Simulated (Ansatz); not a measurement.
# How fast states decay through TlAsF4, part 2 of 2

A new crystal, TlAsF4: structure, gap and complex bands. It is built by putting As for Bi in the TlBiF4 structure of space group P4/mmm, with the volume rescaled by atomic radii. The parent structure comes from the Materials Project.

Ansatz 0.2.0; r2SCAN DFT, plane waves, PAW files (the session's first sound run).

So far, gap on path (eV): step 3 (the bulk crystal and its band edges) 2.91.

The structure was built from a prototype and need not be the compound's stable phase.

## (4) Complex bands, plane (110), k-mesh 4×10×10

This step: r2SCAN DFT, plane waves, PAW files; complex bands by layer matching along the plane's normal (Ansatz 0.2.0).

The same crystal is laid in a cell whose first two vectors span the (110) plane (indices of the standard conventional cell, whose axes can be ordered otherwise than in the bulk input). At fixed energy and wavevector in the plane the solver finds all kz, real and complex. A few wavevectors are listed, (0, 0) and (-0.5, 0) in units of the plane's reciprocal vectors; the slowest state needn't be among them.

input.yaml

```yaml
crystal:
  lattice:
    - [6.637799505, 0.0, 0.0]
    - [0.0, 5.210884772, 0.0]
    - [0.0, 2.605442386, 2.605442386]
  atoms:
    - { symbol: Tl, position: [0.0, 0.0, 0.0] }
    - { symbol: As, position: [0.5, 0.5, 0.0] }
    - { symbol: F, position: [0.6837515846, 0.0, 0.5] }
    - { symbol: F, position: [0.3162484154, 0.5, 0.5] }
    - { symbol: F, position: [0.3162484154, 0.0, 0.5] }
    - { symbol: F, position: [0.6837515846, 0.5, 0.5] }
kpoints:
  mp_grid: { grid: [4, 10, 10] }
scf:
  occupations: { method: fixed }
hamiltonian:
  xc: r2scan
output:
  eigenvalues: true
  transmission:
    leads: [[0, 0]]
    kpoints: [[0.0, 0.0], [-0.5, 0.0]]
    e_range: [-1.0, 3.91]
    de: 0.12
```

Run with:

```sh
ansatz run input.yaml --threads 2 --pin off --max-ram 4096MiB --backend cpu --events-out ev --progress --plain --runs-dir out
```

Numbers of over 12 decimals in the logs are rounded to 6 here.

Output:

```text
[...]
Crystal: 6 atoms, lattice volume = 90.119 Å³
Basis set: ecut = 500 eV, 2313 PW (Γ), exchange–correlation on 200×160×108 points (64 copies of the dense FFT grid, shifted against one another)
Bands: 34, of which v1, the nominal top of the filled ones, is band 28 counted from 1 (27 counted from 0)
Symmetry: 16 space group operations
[...]
k-points: 63 of 400
[...]
SCF iter   1: F=—  HF=-19561.570040 eV  |F-HF|=—  |Δ(HF+E_count)|=         —  Δρ=1.08e-2  dr2=1.06e-1  dr2_τ=1.24e-1  ethr=1.77e-3  ⟨swp⟩=4.1  Hψ=7961  notcnv=0  defer=141
[...]
SCF iter   8: F=-19561.611682 eV  HF=-19561.611682 eV  |F-HF|=8.51e-10  |Δ(HF+E_count)|=   1.25e-7  Δρ=3.16e-6  dr2=8.69e-9  dr2_τ=6.35e-10  ethr=1.79e-10  ⟨swp⟩=8.2  Hψ=6988  notcnv=0
SCF 1 converged in 8 iterations: F = -19561.611682 eV  dr2 = 8.69e-9
[...]
transmission: 4 of 8 steps passed
transmission: 8 of 8 steps passed
SCF converged after 8 iterations
Free energy (F): -19561.611682 eV
[...]
Internal energy: -19561.611682 eV  (E = F + TS)
E sigma→0 (E₀):  -19561.611682 eV
Fermi energy:    4.831420 eV
[...]
--- Band table (eV; the first three rows and the last of 63) ---
  k-point 0: bands = [... 24 lower, 2.9871, 3.2124, 3.2124, 4.1701, 7.7444, 10.7784, 10.7784, 12.8141, ... 2 higher]
  k-point 1: bands = [... 24 lower, 2.8844, 2.9678, 3.2393, 4.2822, 8.2390, 10.5376, 10.8305, 12.9491, ... 2 higher]
  k-point 2: bands = [... 24 lower, 3.0110, 3.0954, 3.3156, 4.5121, 9.3370, 9.9404, 10.8298, 11.9236, ... 2 higher]
  k-point 62: bands = [... 24 lower, 2.4963, 2.5786, 4.6249, 4.7143, 8.4740, 10.1609, 10.4464, 10.9488, ... 2 higher]
--- Transmission ---
  basis      : 363 plane waves across, 4 finite elements along
  points     : 2, as listed
  energies   : 41 from -1.000000 to 3.800000 eV about the Fermi level, 0.120000 eV apart; the leads are filled to 1.456510 eV, and channels, transmission and decay are at 1.400000 eV
  crystal 0  : Tl1As1F4, at the sites [0, 0], period 2.6054 Å: whole cells are its period
    offset         : up to 0.0000 Å between an atom of the period and one for which it stands
    channels       : 0.000000e0 a spin
    conductance    : none, the energies end too early or step too widely for 300 K: set another output.transmission.e_range or a lower de, or, where they end at an eighth of basis.ecutwfc, a higher one
    slowest decay  : 0.3326 /Å at (0.0000, 0.0000)
```

Run time: 66 s. Hardware: 2 threads of Arm Neoverse V2, shared host; peak memory 1.2 GiB.

This step gave:

```yaml
free_energy: -19561.6117 eV
fermi_energy: 4.831 eV
level_to_which_the_leads_are_filled: 1.457 eV from the Fermi level
decay_constant_at_the_filling_level_zone_centre: 0.3326 Å⁻¹
decay_constant_at_the_filling_level_slowest_listed_point: 0.3326 Å⁻¹
```

K parallel (0, 0); values up to 1.5 1/Å, a degenerate pair printed once or twice; energies at which all values exceed this have no row. Im kz of the slowest decaying states against energy, zero at the highest filled level on the SCF mesh:

```tsv
energy (eV)	decay 1 (Å⁻¹)	decay 2 (Å⁻¹)	decay 3 (Å⁻¹)	decay 4 (Å⁻¹)
-1.00	0.245	0.264	0.268	0.366
-0.76	0.210	0.298	0.323	0.363
-0.52	0.321	0.323	0.360	0.432
-0.28	0.0676	0.338	0.387	0.482
-0.04	0.184	0.269	0.350	0.407
0.20	0.269	0.357	0.395	0.423
0.44	0.325	0.359	0.435	0.467
0.68	0.358	0.369	0.443	0.518
0.92	0.354	0.405	0.448	0.557
1.16	0.345	0.436	0.450	0.588
1.40	0.333	0.449	0.465	0.613
1.64	0.316	0.445	0.495	0.633
1.88	0.294	0.438	0.531	0.649
2.12	0.265	0.427	0.601	0.662
2.36	0.228	0.413	0.581	0.673
2.60	0.176	0.394	0.558	0.682
2.84	0.0871	0.371	0.531	0.690
3.08	0.341	0.498	0.696	0.759
3.32	0.305	0.458	0.702	0.767
3.56	0.257	0.409	0.705	0.772
3.80	0.192	0.344	0.706	0.754
```

K parallel (-0.5, 0); values up to 1.5 1/Å, a degenerate pair printed once or twice; energies at which all values exceed this have no row. Table of Im kz of the slowest decaying states by energy, zero at the highest filled level on the SCF mesh:

```tsv
energy (eV)	decay 1 (Å⁻¹)	decay 2 (Å⁻¹)	decay 3 (Å⁻¹)	decay 4 (Å⁻¹)
-1.00	0.128	0.224	0.298	0.510
-0.76	0.344	0.356	0.486	0.540
-0.64	0.377	0.381	0.456	0.554
-0.40	0.339	0.412	0.439	0.583
-0.28	0.202	0.426	0.462	0.558
-0.04	0.364	0.450	0.502	0.512
0.20	0.374	0.434	0.470	0.487
0.32	0.446	0.459	0.478	0.478
0.56	0.463	0.493	0.499	0.528
0.68	0.457	0.499	0.516	0.554
0.92	0.444	0.510	0.544	0.595
1.16	0.430	0.518	0.566	0.621
1.28	0.422	0.521	0.575	0.629
1.52	0.405	0.527	0.591	0.641
1.64	0.395	0.528	0.597	0.646
1.88	0.373	0.531	0.607	0.653
2.12	0.347	0.531	0.614	0.657
2.24	0.332	0.530	0.616	0.658
2.48	0.297	0.528	0.619	0.655
2.60	0.276	0.525	0.619	0.648
2.84	0.225	0.519	0.616	0.627
3.08	0.149	0.511	0.604	0.610
3.20	0.0828	0.505	0.592	0.606
3.44	0.492	0.566	0.589	0.595
3.56	0.484	0.552	0.575	0.587
3.80	0.466	0.521	0.541	0.569
```

At the listed wavevectors the last open channel is at -0.04 eV and the next at +2.96 eV on the grid. At +1.40 eV, the grid energy nearest the filling level (the middle of the gap on the SCF mesh), the slowest state at the listed wavevectors decays with κ = 0.333 Å⁻¹, its amplitude falling by e over 3.0 Å. Through 1 nm of this crystal that state's transmission falls by exp(−2 × 0.333 Å⁻¹ × 10 Å) = 0.0013.

## (5) Complex bands, plane (100), k-mesh 6×4×6

The same for the (100) plane, at (0, 0), (-0.5, -0.5) and (0.5, 0), to see how the decay depends on direction.

input.yaml

```yaml
crystal:
  lattice:
    - [3.684651958, 0.0, 0.0]
    - [0.0, 6.637799505, 0.0]
    - [0.0, 0.0, 3.684651958]
  atoms:
    - { symbol: Tl, position: [0.0, 0.0, 0.0] }
    - { symbol: As, position: [0.5, 0.5, 0.5] }
    - { symbol: F, position: [0.0, 0.6837515846, 0.5] }
    - { symbol: F, position: [0.5, 0.3162484154, 0.0] }
    - { symbol: F, position: [0.0, 0.3162484154, 0.5] }
    - { symbol: F, position: [0.5, 0.6837515846, 0.0] }
kpoints:
  mp_grid: { grid: [6, 4, 6] }
scf:
  occupations: { method: fixed }
hamiltonian:
  xc: r2scan
output:
  eigenvalues: true
  transmission:
    leads: [[0, 0]]
    kpoints: [[0.0, 0.0], [-0.5, -0.5], [0.5, 0.0]]
    e_range: [-1.0, 3.91]
    de: 0.12
```

Output:

```text
[...]
Crystal: 6 atoms, lattice volume = 90.119 Å³
Basis set: ecut = 500 eV, 2313 PW (Γ), exchange–correlation on 108×200×108 points (64 copies of the dense FFT grid, shifted against one another)
Bands: 34, of which v1, the nominal top of the filled ones, is band 28 counted from 1 (27 counted from 0)
Symmetry: 16 space group operations
[...]
k-points: 30 of 144
[...]
SCF iter   1: F=—  HF=-19561.569912 eV  |F-HF|=—  |Δ(HF+E_count)|=         —  Δρ=1.08e-2  dr2=1.06e-1  dr2_τ=1.24e-1  ethr=1.77e-3  ⟨swp⟩=4.0  Hψ=3780  notcnv=0  defer=68
[...]
SCF iter   8: F=-19561.611540 eV  HF=-19561.611540 eV  |F-HF|=9.09e-10  |Δ(HF+E_count)|=   1.25e-7  Δρ=3.17e-6  dr2=8.72e-9  dr2_τ=6.29e-10  ethr=1.79e-10  ⟨swp⟩=8.3  Hψ=3416  notcnv=0
SCF 1 converged in 8 iterations: F = -19561.611540 eV  dr2 = 8.72e-9
[...]
transmission: 5 of 15 steps passed
transmission: 10 of 15 steps passed
transmission: 15 of 15 steps passed
SCF converged after 8 iterations
Free energy (F): -19561.611540 eV
[...]
Internal energy: -19561.611540 eV  (E = F + TS)
E sigma→0 (E₀):  -19561.611540 eV
Fermi energy:    4.831562 eV
[...]
--- Band table (eV; the first three rows and the last of 30) ---
  k-point 0: bands = [... 24 lower, 2.9870, 3.2123, 3.2123, 4.1701, 7.7444, 10.7783, 10.7783, 12.8142, ... 2 higher]
  k-point 1: bands = [... 24 lower, 2.9583, 3.0592, 3.0927, 4.3241, 8.4057, 10.4939, 10.8222, 12.0254, ... 2 higher]
  k-point 2: bands = [... 24 lower, 2.8084, 2.8594, 3.6629, 4.5921, 9.3024, 9.6435, 10.4910, 10.9052, ... 2 higher]
  k-point 29: bands = [... 24 lower, 3.5017, 3.7053, 4.5187, 4.8316, 10.0405, 10.0405, 10.1116, 10.1116, ... 2 higher]
--- Transmission ---
  basis      : 253 plane waves across, 5 finite elements along
  points     : 3, as listed
[...]
crystal 0  : Tl1F4As1, at the sites [0, 0], period 3.6847 Å: whole cells are its period
[...]
channels       : 0.000000e0 a spin
[...]
slowest decay  : 0.3389 /Å at (0.0000, 0.0000)
```

Wall time 41 s (2 threads); peak memory 0.87 GiB; 81 s of CPU time.

This step gave:

| Property | Result |
| --- | --- |
| free energy | -19561.6115 eV |
| Fermi energy | 4.832 eV |
| level to which the leads are filled | 1.456 eV from the Fermi level |
| decay constant at the filling level, zone centre | 0.3389 Å⁻¹ |
| decay constant at the filling level, slowest listed point | 0.3389 Å⁻¹ |

K parallel (0, 0); values up to 1.5 1/Å, a degenerate pair printed once or twice; energies at which all values exceed this have no row. Table of Im kz of the slowest decaying states by energy, zero at the highest filled level on the SCF mesh:

```tsv
energy (eV)	decay 1 (Å⁻¹)	decay 2 (Å⁻¹)	decay 3 (Å⁻¹)	decay 4 (Å⁻¹)
-1.00	0.297	0.375	0.576	0.625
-0.76	0.211	0.329	0.660	0.682
-0.64	0.0213	0.341	0.695	0.707
-0.40	0.111	0.358	0.754	0.757
-0.28	0.0804	0.364	0.776	0.785
-0.04	0.214	0.373	0.816	0.834
0.20	0.306	0.376	0.853	0.877
0.32	0.338	0.377	0.871	0.897
0.56	0.375	0.390	0.905	0.908
0.68	0.372	0.412	0.875	0.914
0.92	0.365	0.407	0.506	0.797
1.16	0.354	0.368	0.672	0.918
1.28	0.347	0.358	0.677	0.919
1.52	0.330	0.340	0.681	0.919
1.64	0.320	0.331	0.682	0.919
1.88	0.296	0.314	0.681	0.918
2.12	0.267	0.294	0.679	0.915
2.24	0.249	0.283	0.677	0.914
2.48	0.205	0.259	0.673	0.910
2.60	0.176	0.246	0.670	0.908
2.84	0.0870	0.214	0.662	0.903
3.08	0.174	0.654	0.897	1.01
3.20	0.149	0.649	0.893	0.999
3.44	0.0727	0.637	0.886	0.973
3.56	0.631	0.882	0.961	1.06
3.80	0.616	0.872	0.935	1.05
```

K parallel (-0.5, -0.5); values up to 1.5 1/Å, a degenerate pair printed once or twice; energies at which all values exceed this have no row. Im kz of the slowest decaying states against energy, zero at the highest filled level on the SCF mesh:

```tsv
energy (eV)	decay 1 (Å⁻¹)	decay 2 (Å⁻¹)	decay 3 (Å⁻¹)	decay 4 (Å⁻¹)
-1.00	0.243	0.362	0.503	0.540
-0.76	0.470	0.484	0.484	0.715
-0.64	0.463	0.515	0.518	0.769
-0.40	0.353	0.549	0.591	0.786
-0.28	0.326	0.515	0.625	0.771
-0.04	0.466	0.522	0.664	0.687
0.20	0.302	0.520	0.742	0.792
0.32	0.341	0.541	0.767	0.830
0.56	0.382	0.576	0.816	0.864
0.68	0.394	0.592	0.840	0.881
0.92	0.408	0.621	0.846	0.907
1.16	0.415	0.649	0.804	0.921
1.28	0.417	0.663	0.783	0.927
1.52	0.417	0.692	0.740	0.938
1.64	0.416	0.708	0.718	0.934
1.88	0.412	0.672	0.750	0.894
2.12	0.406	0.625	0.825	0.858
2.24	0.402	0.600	0.808	0.840
2.48	0.393	0.548	0.781	0.806
2.60	0.387	0.520	0.770	0.790
2.84	0.376	0.458	0.750	0.757
3.08	0.362	0.385	0.723	0.731
3.20	0.343	0.354	0.707	0.722
3.44	0.233	0.337	0.672	0.702
3.56	0.149	0.328	0.655	0.692
3.80	0.308	0.618	0.670	0.830
```

K parallel (0.5, 0); values up to 1.5 1/Å, a degenerate pair printed once or twice; energies at which all values exceed this have no row. Im kz of the slowest decaying states against energy, zero at the highest filled level on the SCF mesh:

```tsv
energy (eV)	decay 1 (Å⁻¹)	decay 2 (Å⁻¹)	decay 3 (Å⁻¹)	decay 4 (Å⁻¹)
-1.00	0.268	0.361	0.495	0.624
-0.76	0.437	0.476	0.541	0.591
-0.52	0.418	0.556	0.649	0.904
-0.28	0.317	0.656	0.707	0.917
-0.04	0.188	0.456	0.741	0.746
0.20	0.259	0.515	0.775	0.839
0.44	0.296	0.561	0.798	0.911
0.68	0.318	0.604	0.816	0.956
0.92	0.332	0.650	0.832	0.971
1.16	0.339	0.709	0.844	0.927
1.40	0.342	0.844	0.854	0.888
1.64	0.341	0.794	0.850	0.862
1.88	0.336	0.755	0.810	0.853
2.12	0.329	0.730	0.767	0.812
2.36	0.318	0.709	0.718	0.775
2.60	0.304	0.661	0.691	0.740
2.84	0.287	0.590	0.674	0.705
3.08	0.265	0.495	0.659	0.671
3.32	0.238	0.347	0.637	0.646
3.56	0.203	0.602	0.637	0.843
3.80	0.153	0.565	0.632	0.829
```

At the listed wavevectors the last open channel is at -0.04 eV and the next at +2.96 eV on the grid. At +1.40 eV, the grid energy nearest the filling level (the middle of the gap on the SCF mesh), the slowest state at the listed wavevectors decays with κ = 0.339 Å⁻¹, its amplitude falling by e over 3.0 Å; the first such run, plane (110), gave 0.333 Å⁻¹.

## (6) What came out

| Item | Value |
| --- | --- |
| band gap | 2.91 eV |
| least decay constant at mid-gap, normal to (110) | 0.333 Å⁻¹ |
| least decay constant at mid-gap, normal to (100) | 0.339 Å⁻¹ |

In words: With r2SCAN, the slowest decay at the wavevectors tried is κ = 0.333 Å⁻¹, normal to (110). Through such a film the transmission near mid-gap falls as exp(−2κd), a factor of ten every 3.5 Å. The directions tried decay at nearly the same rate. A free electron under a barrier of half the gap would need a mass of 0.29 mₑ to decay at this rate. The compound is made up by substitution; its stability against other phases and against distortions of the cell's symmetry was not tested. r2SCAN still narrows gaps, if less than LDA and GGA do, while spin-orbit coupling, left out here, narrows them in compounds of heavy elements, so the error in κ can go either way.

[Logs are printed without paths, hosts, clocks, repeated set-up lines and the standing remarks that a program may print on its own settings, such as how far it seeks lower states.]

[Hosts, paths, dates, database ids (printed as entryN), source tags and the programs' standing remarks are cut or masked in the printed files.]
